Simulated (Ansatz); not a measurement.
# BiSb (model cell, started as wurtzite): from the cell to its phonons

How does BiSb (model cell, started as wurtzite) vibrate, and is this structure a minimum?

Method: DFT PBEsol, scalar-relativistic, plane waves, PAW, in Ansatz 0.2.0.

The structure was built from a prototype and need not be the compound's stable phase.

## (1) Set-up

Symmetry: P6_3mc, No. 186, hexagonal system. Conventional cell: a = 4.759 Å, b = 4.759 Å, c = 7.771 Å, α = 90.00°, β = 90.00°, γ = 120.00°. Nearest to Sb lie 4 Bi at 2.91 Å. Bi has 4 Sb at 2.91 Å nearest. Farther neighbours are not listed.

## (2) Bringing the structure to rest

Harmonic phonons are second derivatives at a point where the forces vanish, and they are wanted at zero stress, so atoms and cell are relaxed first.

The input, input.yaml:

```yaml
crystal:
  lattice:
    - [4.75854, 0.0, 0.0]
    - [-2.37927, 4.12102, 0.0]
    - [0.0, 0.0, 7.7707]
  atoms:
    - { symbol: Sb, position: [0.333333, 0.666667, 0.0] }
    - { symbol: Sb, position: [0.666667, 0.333333, 0.5] }
    - { symbol: Bi, position: [0.333333, 0.666667, 0.375] }
    - { symbol: Bi, position: [0.666667, 0.333333, 0.875] }
kpoints:
  mp_grid: { grid: [9, 9, 6] }
hamiltonian:
  xc: pbesol
scf:
  occupations: { method: gaussian, width: 0.1 }
output:
  forces: true
  stress: true
  eigenvalues: true
  write_density: true
  write_potential: true
  elf: true
  volumetric_format: npy
relax:
  adjacent_minimum: "off"
  f_tol: 0.005
  max_steps: 80
  cell: { stress_tol: 0.05 }
```

The run is started by

```bash
> ansatz run input.yaml --threads 4 --pin off --max-ram 7168MiB --backend cpu --events-out ev --progress --plain --runs-dir out
```

Numbers of over 12 decimals in the logs are rounded to 6 here.

Log:

```text
Warning: the atoms were moved onto the symmetric positions of the space group found under crystal.symmetry.tolerance 1.0e-5 (fractional; no operation is sought that the atoms, as they stand in a round, miss by more than twice it, and no atom is moved by as much as it), and the run uses the moved positions. Before a round's move an operation carried an atom to 4.76e-6 Å from where it should land, the largest such dist [...]
Engine: ansatz 0.2.0, aarch64-unknown-linux-gnu
Pseudopotentials: kind: paw
Pseudopotential: Sb, paw, valence charge 15, recommended cutoff 420 eV (normal), Sb.paw.azcp
Pseudopotential: Bi, paw, valence charge 15, recommended cutoff 420 eV (normal), Bi.paw.azcp
Functional definition: PBEsol
  exchange = pbesol_x
  correlation = pbesol_c
Crystal: 4 atoms, lattice volume = 152.384 Å³
Basis set: ecut = 420 eV, 2947 PW (Γ), exchange–correlation on 64×64×108 points (8 copies of the dense FFT grid, shifted against one another)
Bands: 36, of which v1, the nominal top of the filled ones, is band 30 counted from 1 (29 counted from 0)
Symmetry: 12 space group operations
Space group: P63mc (ITA 186), of the structure as read, at distance tolerance 5.3e-5 Å
k-points: 48 of 486 (time reversal used)
Non-local potential: Sb, projectors of the file, l = 0: 2, l = 1: 2, l = 2: 2, l = 3: 2
Non-local potential: Bi, projectors of the file, l = 0: 2, l = 1: 2, l = 2: 2, l = 3: 2
PAW form: soft (Blöchl's): semilocal exchange-correlation on the pseudo side does not see the compensation charge
PAW frozen core: Sb, regenerated for the run's functional, and the local potential with it (the file was generated under x = pbe(κ = 0.804, μ = 0.219515), c = pbe(β = 0.066725))
PAW frozen core: Bi, regenerated for the run's functional, and the local potential with it (the file was generated under x = pbe(κ = 0.804, μ = 0.219515), c = pbe(β = 0.066725))
PAW one-centre angular grid: Sb, 590 points (default); XC on 64 Gauss nodes
PAW one-centre angular grid: Bi, 590 points (default); XC on 64 Gauss nodes
Initial density: superposition of atomic densities (neutral atoms: chi_scale 0, normalization atom), corrected by the library's trained network
Initial wavefunctions: pseudopotential atomic-orbital guess
Functional: x = pbesol(κ = 0.804, μ = 0.123457), c = pbesol(β = 0.046)
SCF iter   1: F=—  HF=-37298.928301 eV  |F-HF|=—  |Δ(HF+E_count)|=         —  Δρ=2.20e-3  dr2=5.79e-3  ethr=1.77e-3  ⟨swp⟩=6.3  Hψ=7385  notcnv=0
preconditioner: auto → LDOS  [metal: Δε(μ)=0.023 eV  Ē_g=8.066 eV  σ=0.100 eV  W_gap=0.13  n_scr=34 (ndim 8)  ℏωp=13.5 eV  f_vac=0.081  D(μ)=1.07/eV (n_scr^D=2)  β→1.0]
SCF iter   2: F=—  HF=-37298.925956 eV  |F-HF|=—  |Δ(HF+E_count)|=   2.34e-3  Δρ=7.11e-4  dr2=1.27e-3  ethr=9.65e-6  ⟨swp⟩=2.0  Hψ=3556  notcnv=0
SCF iter   3: F=—  HF=-37298.925508 eV  |F-HF|=—  |Δ(HF+E_count)|=   4.48e-4  Δρ=2.49e-4  dr2=1.07e-4  ethr=2.11e-6  ⟨swp⟩=2.0  Hψ=3115  notcnv=0
SCF iter   4: F=—  HF=-37298.925472 eV  |F-HF|=—  |Δ(HF+E_count)|=   3.59e-5  Δρ=4.46e-5  dr2=4.23e-6  ethr=1.79e-7  ⟨swp⟩=2.0  Hψ=3117  notcnv=0
SCF iter   5: F=—  HF=-37298.925470 eV  |F-HF|=—  |Δ(HF+E_count)|=   2.72e-6  Δρ=1.18e-5  dr2=2.79e-7  ethr=7.05e-9  ⟨swp⟩=2.0  Hψ=3126  notcnv=0
SCF iter   6: F=-37298.925470 eV  HF=-37298.925470 eV  |F-HF|=1.16e-8  |Δ(HF+E_count)|=   1.86e-8  Δρ=2.77e-6  dr2=1.62e-8  ethr=1.67e-10  ⟨swp⟩=13.5  Hψ=13655  notcnv=0
SCF 1 converged in 6 iterations: F = -37298.925470 eV  dr2 = 1.62e-8
  greatest PAW one-centre occupation: 0.996 electrons in one spin orbital (limit 2), on the Sb atom at site 0 (counted from 0), in its partial waves of l = 2
relax step   1: F+E_penalty+E_count = -37298.92546980 eV  Δ(F+E_penalty+E_count) = +0.000e0 eV  max|allowed force component| = 1.323e-1 eV/Å  Δτ_max = 0.0000 Å  P = +5.952 GPa  Ω = 152.384 Å³  (6 SCF iters, dr2 threshold 1.00e-7 eV, accepted)
Crystal: 4 atoms, lattice volume = 174.407 Å³
Basis set: ecut = 420 eV, 3405 PW (Γ), exchange–correlation on 64×64×108 points (8 copies of the dense FFT grid, shifted against one another)
Initial density: handed on by an earlier stage of this run
Initial wavefunctions: those handed on with the density
iter 1 solved again at ethr=1.87e-5 eV; its pass at ethr=3.10e-3 eV (dr2=1.12e-2 eV) is discarded
SCF iter   1: F=—  HF=-37299.271543 eV  |F-HF|=—  |Δ(HF+E_count)|=         —  Δρ=2.00e-3  dr2=1.12e-2  ethr=1.87e-5  ⟨swp⟩=2.2  Hψ=11590  notcnv=0
preconditioner: auto → Resta (q_TF=auto, 2.284 Å⁻¹)  ε∞=3.8  [insulator: Δε(μ)=0.119 eV  Ē_g=7.530 eV  σ=0.100 eV  W_gap=0.56  n_scr=34 (ndim 8)  ℏωp=12.6 eV  f_vac=0.151  D(μ)=0.57/eV (n_scr^D=0)  ε∞_Penn≈3.8]
SCF iter   2: F=—  HF=-37299.270216 eV  |F-HF|=—  |Δ(HF+E_count)|=   1.33e-3  Δρ=1.18e-3  dr2=4.30e-3  ethr=1.87e-5  ⟨swp⟩=1.0  Hψ=1728  notcnv=0
SCF iter   3: F=—  HF=-37299.269527 eV  |F-HF|=—  |Δ(HF+E_count)|=   6.89e-4  Δρ=2.05e-4  dr2=1.70e-4  ethr=7.16e-6  ⟨swp⟩=2.0  Hψ=2054  notcnv=0
SCF iter   4: F=—  HF=-37299.269578 eV  |F-HF|=—  |Δ(HF+E_count)|=   5.16e-5  Δρ=9.27e-5  dr2=2.59e-5  ethr=2.83e-7  ⟨swp⟩=2.1  Hψ=2293  notcnv=0
SCF iter   5: F=—  HF=-37299.269614 eV  |F-HF|=—  |Δ(HF+E_count)|=   3.59e-5  Δρ=2.62e-5  dr2=2.14e-6  ethr=4.32e-8  ⟨swp⟩=2.9  Hψ=3108  notcnv=0
SCF iter   6: F=-37299.269617 eV  HF=-37299.269617 eV  |F-HF|=6.56e-7  |Δ(HF+E_count)|=   2.43e-6  Δρ=8.75e-6  dr2=2.20e-7  ethr=6.67e-10  ⟨swp⟩=12.4  Hψ=14465  notcnv=0
SCF 2 converged in 6 iterations: F = -37299.269617 eV  dr2 = 2.20e-7
relax step   2: F+E_penalty+E_count = -37299.26961732 eV  Δ(F+E_penalty+E_count) = -3.441e-1 eV  max|allowed force component| = 8.694e-2 eV/Å  Δτ_max = 0.0121 Å  P = -0.274 GPa  Ω = 174.407 Å³  energy of the carried Pulay correction = -3.315e-3 eV  (6 SCF iters, dr2 threshold 4.00e-7 eV, accepted)
Crystal: 4 atoms, lattice volume = 173.488 Å³
Basis set: ecut = 420 eV, 3417 PW (Γ), exchange–correlation on 64×64×108 points (8 copies of the dense FFT grid, shifted against one another)
iter 1 solved again at ethr=3.18e-7 eV; its pass at ethr=3.10e-3 eV (dr2=1.91e-4 eV) is discarded
SCF iter   1: F=—  HF=-37299.286664 eV  |F-HF|=—  |Δ(HF+E_count)|=         —  Δρ=4.46e-4  dr2=1.87e-4  ethr=3.18e-7  ⟨swp⟩=2.2  Hψ=11092  notcnv=0
preconditioner: auto → Resta (q_TF=auto, 2.286 Å⁻¹)  ε∞=3.8  [insulator: Δε(μ)=0.228 eV  Ē_g=7.560 eV  σ=0.100 eV  W_gap=0.79  n_scr=34 (ndim 8)  ℏωp=12.6 eV  f_vac=0.131  D(μ)=0.44/eV (n_scr^D=0)  ε∞_Penn≈3.8]
SCF iter   2: F=—  HF=-37299.286705 eV  |F-HF|=—  |Δ(HF+E_count)|=   4.07e-5  Δρ=2.52e-4  dr2=6.25e-5  ethr=3.11e-7  ⟨swp⟩=1.0  Hψ=1728  notcnv=0
[...]
[... from here on, the SCF cycles and remarks between the steps are left out ...]
relax step   4: F+E_penalty+E_count = -37299.35119059 eV  Δ(F+E_penalty+E_count) = -6.445e-2 eV  max|allowed force component| = 2.665e-2 eV/Å  Δτ_max = 0.0601 Å  P = -0.044 GPa  Ω = 171.627 Å³  energy of the carried Pulay correction = -2.921e-3 eV  (5 SCF iters, dr2 threshold 4.00e-7 eV, accepted)
relax step   5: F+E_penalty+E_count = -37299.42763233 eV  Δ(F+E_penalty+E_count) = -7.644e-2 eV  max|allowed force component| = 1.455e-1 eV/Å  Δτ_max = 0.0607 Å  P = -0.251 GPa  Ω = 169.425 Å³  energy of the carried Pulay correction = -2.604e-3 eV  (5 SCF iters, dr2 threshold 4.00e-7 eV, accepted)
relax step   6: F+E_penalty+E_count = -37299.48600810 eV  Δ(F+E_penalty+E_count) = -5.838e-2 eV  max|allowed force component| = 2.750e-1 eV/Å  Δτ_max = 0.0679 Å  P = -0.357 GPa  Ω = 165.680 Å³  energy of the carried Pulay correction = -2.056e-3 eV  (5 SCF iters, dr2 threshold 4.00e-7 eV, accepted)
relax step   7: F+E_penalty+E_count = -37299.50046326 eV  Δ(F+E_penalty+E_count) = -1.446e-2 eV  max|allowed force component| = 1.621e-1 eV/Å  Δτ_max = 0.1054 Å  P = +0.307 GPa  Ω = 157.622 Å³  energy of the carried Pulay correction = -8.309e-4 eV  (6 SCF iters, dr2 threshold 4.00e-7 eV, accepted)
relax step   8: F+E_penalty+E_count = -37299.32815065 eV  Δ(F+E_penalty+E_count) = +1.723e-1 eV  max|allowed force component| = 3.213e-1 eV/Å  Δτ_max = 0.0508 Å  P = +0.846 GPa  Ω = 156.272 Å³  energy of the carried Pulay correction = -6.194e-4 eV  (6 SCF iters, dr2 threshold 4.00e-7 eV, rejected (line search))
relax step   9: F+E_penalty+E_count = -37299.52055603 eV  Δ(F+E_penalty+E_count) = -2.009e-2 eV  max|allowed force component| = 7.144e-2 eV/Å  Δτ_max = 0.0055 Å  P = -0.070 GPa  Ω = 159.502 Å³  energy of the carried Pulay correction = -1.122e-3 eV  (9 SCF iters, accepted)
relax step  10: F+E_penalty+E_count = -37299.52213957 eV  Δ(F+E_penalty+E_count) = -1.584e-3 eV  max|allowed force component| = 6.579e-3 eV/Å  Δτ_max = 0.0132 Å  P = +0.075 GPa  Ω = 159.452 Å³  energy of the carried Pulay correction = -1.115e-3 eV  (5 SCF iters, dr2 threshold 4.00e-7 eV, accepted)
relax step  11: F+E_penalty+E_count = -37299.52213707 eV  Δ(F+E_penalty+E_count) = +2.499e-6 eV  max|allowed force component| = 3.347e-4 eV/Å  Δτ_max = 0.0006 Å  P = -0.030 GPa  Ω = 159.825 Å³  energy of the carried Pulay correction = -1.172e-3 eV  (4 SCF iters, dr2 threshold 1.57e-8 eV, accepted)
relax step  12: F+E_penalty+E_count = -37299.52968471 eV  Δ(F+E_penalty+E_count) = -7.548e-3 eV  max|allowed force component| = 6.479e-4 eV/Å  Δτ_max = 0.0000 Å  P = +0.084 GPa  Ω = 159.825 Å³  stress off target by 1.36e-1 GPa  SCF on the basis re-selected at this cell (its energy is not comparable with the rows above)  (8 SCF iters)
relax step  13: F+E_penalty+E_count = -37299.52981743 eV  Δ(F+E_penalty+E_count) = -1.327e-4 eV  max|allowed force component| = 1.209e-4 eV/Å  Δτ_max = 0.0013 Å  P = +0.009 GPa  Ω = 160.064 Å³  energy of the carried Pulay correction = -3.575e-5 eV  (4 SCF iters, dr2 threshold 4.60e-8 eV, accepted)
iter 1 solved again at ethr=2.14e-7 eV; its pass at ethr=3.10e-3 eV (dr2=1.28e-4 eV) is discarded
SCF iter   1: F=—  HF=-37299.529805 eV  |F-HF|=—  |Δ(HF+E_count)|=         —  Δρ=2.74e-5  dr2=3.30e-8  ethr=2.14e-7  ⟨swp⟩=3.1  Hψ=12043  notcnv=0
eigensolver tolerance schedule: the retry pair's looser diagonalisation over-reported the residual by 3887.42 of it (diagonalisation noise at 0.37 of the residual, at the tolerance the schedule requests for it); recorded, not acted on — ethr = c·dr2/N_el stays at c = 1.0e-1
preconditioner: auto → LDOS  [insulator: Δε(μ)=0.097 eV  Ē_g=7.742 eV  σ=0.100 eV  W_gap=0.51  n_scr=22 (ndim 8)  ℏωp=13.1 eV  f_vac=0.136  D(μ)=1.40/eV (n_scr^D=2)  ε∞_Penn≈3.9  β→1.0]
SCF iter   2: F=—  HF=-37299.529853 eV  |F-HF|=—  |Δ(HF+E_count)|=   4.74e-5  Δρ=3.70e-6  dr2=1.36e-8  ethr=5.50e-11  ⟨swp⟩=3.1  Hψ=4650  notcnv=0
SCF iter   3: F=—  HF=-37299.529853 eV  |F-HF|=—  |Δ(HF+E_count)|=   8.09e-8  Δρ=1.23e-6  dr2=1.26e-9  ethr=2.27e-11  ⟨swp⟩=2.0  Hψ=3173  notcnv=0
SCF iter   4: F=—  HF=-37299.529853 eV  |F-HF|=—  |Δ(HF+E_count)|=   7.38e-8  Δρ=2.06e-7  dr2=1.16e-10  ethr=2.10e-12  ⟨swp⟩=2.0  Hψ=2122  notcnv=0
SCF iter   5: F=-37299.529853 eV  HF=-37299.529853 eV  |F-HF|=1.09e-10  |Δ(HF+E_count)|=  6.84e-10  Δρ=6.63e-8  dr2=7.51e-12  ethr=1.00e-12  ⟨swp⟩=8.5  Hψ=9388  notcnv=0
SCF 14 converged in 5 iterations: F = -37299.529853 eV  dr2 = 7.51e-12
relax step  14: F+E_penalty+E_count = -37299.52985286 eV  Δ(F+E_penalty+E_count) = -3.543e-5 eV  max|allowed force component| = 1.194e-4 eV/Å  Δτ_max = 0.0000 Å  P = +0.008 GPa  Ω = 160.064 Å³  stress off target by 1.46e-2 GPa  SCF on the basis re-selected at this cell (its energy is not comparable with the rows above)  (5 SCF iters)
basis re-selected at this cell: Δ(F+E_penalty+E_count) = -3.543e-5 eV, ΔP = -0.000 GPa vs the last step (what re-selecting the basis moved, of the pressure what is left beyond the Pulay correction that the steps carried, after the strain that the cell walked since its last selection, with what the two solves' SCF thresholds leave and, on support functions, any second-order correction that the steps lacked; it is no m [...]
SCF converged after 5 iterations
Free energy (F): -37299.529853 eV
Harris-Foulkes:  -37299.529853 eV  (|F-HF|=1.09e-10)
Internal energy: -37299.522856 eV  (E = F + TS)
E sigma→0 (E₀):  -37299.526355 eV
Entropy (-TS):   -0.006996 eV (-1.749 meV/atom)
Fermi energy:    7.482581 eV
--- Per-component energies (eV) ---
  E_band       = -709.724261
  E_kinetic    = 1019.319830
  E_local      = -7431.817626  (includes V_loc(G=0)·N_el)
  E_nonlocal   = 1851.188081
  E_hartree    = 2946.519258
  E_xc         = -574.604393
  E_vxc        = -480.181192  (∫ρ·V_xc dr)
  E_paw        = -30017.347322  (= ΣΔE_a)
  E_vpaw       = -1561.271029  (= ΣTr[D̂ρ^β])
  E_aug_tail   = -0.000927  (compensation charges beyond the density's cutoff)
  E_ewald      = -5093.622977
  E_core_change = 0.843218  (= ΣΔE_core)
  E_smearing   = -0.006996  (= −TS)
  E_closure    = -0.000000  (closes the sum)
  Σ components = -37299.529853   (vs F -37299.529853, Δ=0.00e0)
--- Forces (eV/Å), atoms counted from 1 ---
  atom   1  Sb    -0.00000000    -0.00000000    -0.00011937
  atom   2  Sb     0.00000000     0.00000000    -0.00011937
  atom   3  Bi    -0.00000000    -0.00000000     0.00011935
  atom   4  Bi     0.00000000     0.00000000     0.00011935
  max |Σ_I F_I| component: 3.26e-8 eV/Å
--- Stress (GPa, compression-positive) ---
        0.014554       0.000000       0.000000
        0.000000       0.014554       0.000000
        0.000000       0.000000      -0.004131
  P = ⅓ Tr σ = 0.0083 GPa (0.083 kbar)
--- Band table (eV; the first three rows and the last of 48) ---
  k-point 0: bands = [... 26 lower, 3.9818, 5.6654, 5.6654, 5.6740, 7.4322, 7.4322, 9.5057, 9.5057, ... 2 higher]
  k-point 1: bands = [... 26 lower, 4.0640, 5.4956, 5.4956, 6.0638, 7.5488, 7.5488, 9.1408, 9.2883, ... 2 higher]
  k-point 2: bands = [... 26 lower, 4.3024, 5.1037, 5.1037, 6.5280, 7.8528, 7.8528, 8.1096, 8.8057, ... 2 higher]
  k-point 47: bands = [... 26 lower, 5.8529, 5.8529, 7.0097, 7.0097, 7.9700, 7.9700, 8.2343, 8.2343, ... 2 higher]
--- Relaxed structure (12 steps of the walk, 11 accepted, 2 SCFs on fresh bases) ---
  F+E_penalty+E_count = -37299.52985286 eV   max|allowed force component| = 1.194e-4 eV/Å   (the final SCF, on the basis selected at the relaxed cell)
  cell:  # Å, volume = 160.0644 Å³
    - [5.294339, 0, -1.0261563565701998e-17]
    - [-2.647170, 4.585032, 5.130781782850986e-18]
    - [-1.6757135251474745e-17, 0, 6.593873]
  atoms:
    - { symbol: Sb, position: [0.333333, 0.666667, -0.037160] }
    - { symbol: Sb, position: [0.666667, 0.333333, 0.462840] }
    - { symbol: Bi, position: [0.333333, 0.666667, 0.412160] }
    - { symbol: Bi, position: [0.666667, 0.333333, 0.912160] }
```

It took 1.8 min on 4 threads of Arm Neoverse V2, shared host; peak memory 0.6 GiB.

The steps of the relaxation:

| step | energy less that of the first step (eV) | largest force component (eV/Å) | pressure (GPa) | volume (Å³) |
| --- | --- | --- | --- | --- |
| 1 | 0.0000 | 0.1323 | 5.95 | 152.38 |
| 2 | -0.3441 | 0.0869 | -0.27 | 174.41 |
| 3 | -0.3613 | 0.0114 | -0.12 | 173.49 |
| 4 | -0.4257 | 0.0266 | -0.04 | 171.63 |
| 5 | -0.5022 | 0.1455 | -0.25 | 169.42 |
| 6 | -0.5605 | 0.2750 | -0.36 | 165.68 |
| 7 | -0.5750 | 0.1621 | 0.31 | 157.62 |
| 8 | -0.4027 | 0.3213 | 0.85 | 156.27 |
| 9 | -0.5951 | 0.0714 | -0.07 | 159.50 |
| 10 | -0.5967 | 0.0066 | 0.07 | 159.45 |
| 11 | -0.5967 | 0.0003 | -0.03 | 159.83 |
| 12* | -0.6042 | 0.0006 | 0.08 | 159.83 |
| 13 | -0.6043 | 0.0001 | 0.01 | 160.06 |
| 14* | -0.6044 | 0.0001 | 0.01 | 160.06 |

Relaxation steps marked * repeat the geometry before them on a plane-wave basis chosen anew for their cell, so energy and pressure can jump there. Relaxation step 8 was tried and not accepted.

The run keeps the 12 symmetry operations that it works with, so distortions that break them were not tested.

| cell as run | before | after | change |
| --- | --- | --- | --- |
| a (Å) | 4.759 | 5.294 | +11.3 % |
| b (Å) | 4.759 | 5.294 | +11.3 % |
| c (Å) | 7.771 | 6.594 | -15.1 % |
| volume (Å³/atom) | 38.10 | 40.02 | +5.0 % |

The atoms that moved most (Å, as changes of fractional coordinates times the final cell):

| atom | dx | dy | dz | length |
| --- | --- | --- | --- | --- |
| Sb2 | 0.000 | 0.000 | -0.245 | 0.245 |
| Bi3 | 0.000 | 0.000 | 0.245 | 0.245 |
| Bi4 | 0.000 | 0.000 | 0.245 | 0.245 |
| Sb1 | 0.000 | 0.000 | -0.245 | 0.245 |

Numbers from this step:

```
pressure          : 0.008326 GPa
volume per atom   : 40.02 Å³
gap on the k-mesh : 0 eV
```

Valence density in the ac plane at fractional y = 0.333, with atoms of Sb and Bi within 0.2 Å of it. It is the smooth field of the valence electrons, not physical close to the nuclei.

Ten steps, logarithmic in the rise over the least value, from '0' (0 e/Å³) to '9' (19 e/Å³), each cell a mean:
```
000000135776421
000000136787521
000000125676421
000000013454210
000000011222100
000000001121100
000000012222100
000000123554210
000000125887421
000001136998421
000000125786321
000000113443210
000000011221100
000000000110000
000000000000000
000000001111000
000000012332110
000000124565310
```
Columns run along a (5.3 Å), rows up along c (6.6 Å). Atoms in or near the plane, at fractional coordinates: Sb at (0.67, 0.46), Bi at (0.67, 0.91).

ELF in the ac plane at fractional y = 0.333, with atoms of Sb and Bi within 0.2 Å of it. It is the smooth field of the valence electrons, not physical close to the nuclei.

Ten even steps from '0' (0.00) to '9' (0.58), each cell a mean:
```
688876676213776
678866675132676
456654676325765
234333466666654
111111357777642
100001368999752
111112578777874
323334776435676
545446864002577
556556863000578
556556974102688
445545887556796
233333589888874
122211235666421
122211112333211
234432235665422
456643467887753
578765677667775
```
Columns run along a (5.3 Å), rows up along c (6.6 Å). Atoms in or near the plane, at fractional coordinates: Sb at (0.67, 0.46), Bi at (0.67, 0.91).

Electrostatic potential energy in the ac plane at fractional y = 0.333, with atoms of Sb and Bi within 0.2 Å of it. With pseudopotentials it is smooth inside the atoms' cores, unlike the true potential.

Values in eV, 18 rows by 15 columns, each cell a mean:
```
  9   9   8   8   9   8   4  -9 -46 -66 -66 -62 -27  -1   7
  9   9   9   9   9   8   4 -12 -53 -66 -66 -65 -33  -2   7
  9  10  10  10  10   9   5  -6 -35 -61 -64 -53 -20   1   7
 10  10  10  10  10  10   7   2 -10 -26 -32 -19  -3   5   9
 11  11  11  11  11  10   9   7   3   0  -2   1   5   8  10
 11  11  11  11  11  11  10   9   7   5   4   6   8   9  10
 10  11  10  11  11  10   9   7   2  -4  -5  -1   4   8  10
 10  10  10  10  10  10   7   1 -11 -18 -19 -16  -6   5   9
  9   9   9   9   9   9   5  -6 -18 -20 -20 -20 -14   0   8
  9   8   8   8   9   8   5  -9 -20 -19 -19 -20 -16  -1   7
  9   8   8   8   9   9   6  -5 -18 -20 -20 -20 -13   1   8
  9   9   8   8   9   9   8   3  -8 -16 -17 -13  -3   6   9
 10   9   9   9  10  10   9   8   5   1  -1   2   6   9  10
 10  10  10  10  10  10  10  10   9   8   7   8   9  10  10
 11  10  10  10  11  11  10  10   9   9   8   9  10  10  11
 10  10  10  10  10  10  10   9   7   6   5   6   8   9  10
 10  10   9   9  10  10   9   6   1  -6  -8  -3   3   7   9
  9   9   9   9   9   9   7   0 -17 -42 -49 -31  -8   4   8
```
Columns run along a (5.3 Å; values clipped at the 3rd and 97th percentile), rows up along c (6.6 Å). Atoms in or near the plane, at fractional coordinates: Sb at (0.67, 0.46), Bi at (0.67, 0.91).

In this step the volume went from 38.10 to 40.02 Å³/atom.

(Continued in part 2 of 2.)

[Logs are printed without paths, hosts, clocks, repeated set-up lines and the standing remarks that a program may print on its own settings, such as how far it seeks lower states.]

[Hosts, paths, dates, database ids (printed as entryN), source tags and the programs' standing remarks are cut or masked in the printed files.]
